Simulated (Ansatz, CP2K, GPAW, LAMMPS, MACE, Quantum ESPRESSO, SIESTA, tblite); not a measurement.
**Cu22Zr78 (at. %) with crystalline order left by the classical run (65 atoms): forces by two methods**

65 atoms (14 Cu, 51 Zr) placed at random at 6.15 g/cm³, melted at 2200 K for 10 ps at fixed volume with the Finnis-Sinclair Cu-Zr potential (Mendelev, file CuZr_mm.eam.fs of the LAMMPS distribution). Quenched from 2200 K to 300 K at 3 K/ps and zero pressure, held 5 ps, then minimised at fixed cell.

Two calculations on one geometry. First: Kohn-Sham DFT, PBE, PseudoDojo 0.4.1 norm-conserving pseudopotentials (converted to PSML), numerical atomic orbitals (DZP), diagonalisation; shift 0.01 Ry; mesh 500 Ry; levels smeared at 580 K (SIESTA 5.4.2; Γ point). Second: Kohn-Sham DFT, PBE, PAW, plane waves (Ansatz 0.2.0; cutoff 420 eV, Γ point, fermi-dirac smearing of 0.05 eV; PAW set soft_2).

Cell vectors (Å):

```
11.101 0.000 0.000
0.000 11.101 0.000
0.000 0.000 11.101
```

Atom, position (Å) and force of the first calculation (eV/Å):

```
1 Cu 7.461 7.996 0.755 -0.121 0.055 -0.157
2 Cu 8.536 7.002 8.283 0.147 0.192 0.029
3 Cu 6.681 10.817 5.348 0.080 -0.207 -0.043
4 Cu 7.415 3.946 1.870 0.206 0.204 0.329
5 Cu 0.931 9.739 2.614 -0.168 -0.187 0.063
6 Cu 6.505 7.731 9.376 0.086 0.042 0.051
7 Cu 8.609 0.553 0.572 0.327 -0.007 0.279
8 Cu 0.428 4.702 10.718 0.143 0.191 -0.033
9 Cu 10.245 8.669 6.944 -0.056 0.199 0.147
10 Cu 4.160 0.396 5.915 0.255 0.183 -0.099
11 Cu 2.458 7.887 9.579 -0.118 0.160 -0.203
12 Cu 8.006 8.515 4.524 0.011 -0.023 0.289
13 Cu 2.056 9.331 0.384 0.056 -0.135 0.156
14 Cu 0.578 2.192 9.618 0.192 -0.108 -0.166
15 Zr 4.427 4.232 2.430 -0.505 0.406 -0.262
16 Zr 6.648 10.485 10.436 -0.243 -0.306 -0.740
17 Zr 4.491 3.247 9.879 -0.201 0.673 -0.292
18 Zr 9.370 0.690 8.665 0.195 -0.132 -0.085
19 Zr 5.930 1.086 8.068 -0.595 -0.635 -0.247
20 Zr 0.223 0.163 0.250 -0.290 0.069 0.091
21 Zr 0.056 7.805 4.350 0.060 0.025 -0.542
22 Zr 0.975 10.013 8.575 -0.545 -0.333 0.111
23 Zr 0.249 7.378 0.800 -0.250 -0.159 0.257
24 Zr 5.452 1.866 4.185 -0.337 -0.800 -0.214
25 Zr 2.100 7.797 6.594 0.452 0.211 0.054
26 Zr 8.906 6.309 2.710 -0.096 0.317 0.141
27 Zr 5.629 1.707 1.163 -0.197 -0.155 0.212
28 Zr 7.544 2.708 10.199 0.305 0.653 -0.410
29 Zr 7.961 2.258 6.284 0.248 -0.086 -0.025
30 Zr 5.962 7.005 2.903 -0.678 -0.352 0.083
31 Zr 8.147 1.454 3.078 0.581 -0.098 -0.518
32 Zr 4.372 9.461 8.077 -0.010 0.554 0.146
33 Zr 6.406 10.048 2.585 -0.150 0.058 0.287
34 Zr 4.432 9.089 4.854 -0.126 -0.138 -0.201
35 Zr 9.860 3.967 8.328 0.011 0.190 0.080
36 Zr 1.583 10.534 5.312 0.374 0.028 -0.045
37 Zr 2.567 1.367 7.773 0.064 -0.110 0.814
38 Zr 2.227 2.640 0.951 -0.281 0.156 -0.582
39 Zr 4.606 8.510 0.313 0.069 -0.119 -0.122
40 Zr 9.180 6.143 5.913 -0.756 -0.221 0.156
41 Zr 0.924 4.994 5.843 0.162 0.461 0.034
42 Zr 3.339 11.061 2.500 0.029 0.367 0.331
43 Zr 2.042 4.268 8.477 -0.021 0.215 0.311
44 Zr 0.157 6.700 8.629 -0.170 -0.457 0.329
45 Zr 2.899 5.767 0.228 -0.119 -0.018 0.170
46 Zr 0.166 1.258 3.133 -0.121 -0.140 -0.169
47 Zr 2.532 2.585 4.470 -0.019 -0.225 0.186
48 Zr 8.856 5.769 10.748 -0.139 -0.019 -0.556
49 Zr 9.560 10.741 5.270 -0.640 0.193 -0.146
50 Zr 3.515 0.318 10.380 0.102 -0.398 0.191
51 Zr 6.902 4.766 8.031 0.326 0.242 0.394
52 Zr 2.818 7.663 2.744 -0.422 -0.152 -0.006
53 Zr 9.370 8.993 10.101 0.463 0.049 0.057
54 Zr 7.640 9.513 7.480 0.148 -0.169 0.298
55 Zr 6.735 4.560 4.602 0.410 0.288 -0.047
56 Zr 9.716 3.714 4.185 0.135 0.152 0.014
57 Zr 6.202 7.223 6.237 0.349 -0.079 -0.379
58 Zr 4.544 3.411 6.668 0.122 0.490 0.377
59 Zr 9.389 9.528 2.228 0.338 -0.177 -0.065
60 Zr 3.713 5.771 4.975 0.400 0.086 -0.172
61 Zr 5.956 5.559 0.066 0.346 -0.108 -0.061
62 Zr 0.988 4.979 2.755 0.307 0.099 -0.334
63 Zr 9.996 3.069 0.947 0.209 0.024 0.187
64 Zr 4.240 6.280 8.308 -0.035 -0.133 0.373
65 Zr 0.078 2.080 6.396 -0.301 -0.845 -0.099
```

In doubt: a PseudoDojo file used here is known to give poor structures and forces (SIESTA), which bears on pressures, cells, forces and phonons.

Q: Give the forces of the second method.

Atom and force (eV/Å):

```
1 -0.229 0.066 -0.115
2 0.232 0.160 -0.052
3 0.087 -0.088 -0.062
4 0.228 0.194 0.250
5 -0.200 -0.222 -0.001
6 0.033 0.087 0.055
7 0.256 0.011 0.190
8 0.108 0.191 -0.025
9 0.060 0.156 0.216
10 0.260 0.286 -0.091
11 -0.111 0.130 -0.253
12 -0.001 -0.030 0.172
13 0.123 -0.062 0.232
14 0.167 -0.111 -0.209
15 -0.479 0.407 -0.245
16 -0.235 -0.352 -0.739
17 -0.141 0.627 -0.250
18 0.218 -0.053 0.016
19 -0.560 -0.625 -0.283
20 -0.256 0.005 0.157
21 0.048 0.014 -0.530
22 -0.485 -0.283 0.117
23 -0.144 -0.107 0.224
24 -0.348 -0.778 -0.147
25 0.403 0.136 0.107
26 -0.146 0.308 0.126
27 -0.142 -0.145 0.170
28 0.225 0.639 -0.359
29 0.262 -0.090 0.015
30 -0.651 -0.310 0.079
31 0.543 -0.082 -0.487
32 -0.010 0.521 0.112
33 -0.095 0.037 0.259
34 -0.121 -0.117 -0.152
35 0.016 0.178 0.109
36 0.408 -0.002 -0.031
37 0.045 -0.082 0.770
38 -0.295 0.214 -0.603
39 0.109 -0.123 -0.158
40 -0.726 -0.193 0.170
41 0.230 0.417 0.023
42 0.014 0.350 0.280
43 -0.028 0.170 0.281
44 -0.147 -0.437 0.313
45 -0.087 -0.038 0.163
46 -0.095 -0.115 -0.133
47 -0.002 -0.210 0.173
48 -0.165 -0.033 -0.516
49 -0.655 0.180 -0.084
50 0.109 -0.385 0.232
51 0.300 0.247 0.372
52 -0.457 -0.103 0.009
53 0.349 0.039 -0.011
54 0.150 -0.199 0.242
55 0.363 0.219 -0.047
56 0.167 0.142 0.038
57 0.347 -0.121 -0.274
58 0.095 0.468 0.321
59 0.287 -0.191 -0.080
60 0.322 0.060 -0.145
61 0.359 -0.062 -0.062
62 0.284 0.050 -0.302
63 0.182 -0.003 0.117
64 -0.072 -0.138 0.387
65 -0.304 -0.815 -0.050
```

The two sets differ by 43.9 meV/Å r.m.s., 16 % of the r.m.s. force of the Ansatz run. The network of bonds at the start is that of the classical potential that made the cell, and needn't be the one that DFT or experiment would give. The electronic-structure runs sample only Γ, in a cell whose shortest periodic width is 11 Å, which is coarse for a cell with partly filled levels.

[Logs are printed without paths, hosts, clocks, repeated set-up lines and the standing remarks that a program may print on its own settings, such as how far it seeks lower states.]

[Hosts, paths, dates, database ids (printed as entryN), source tags and the programs' standing remarks are cut or masked in the printed files.]
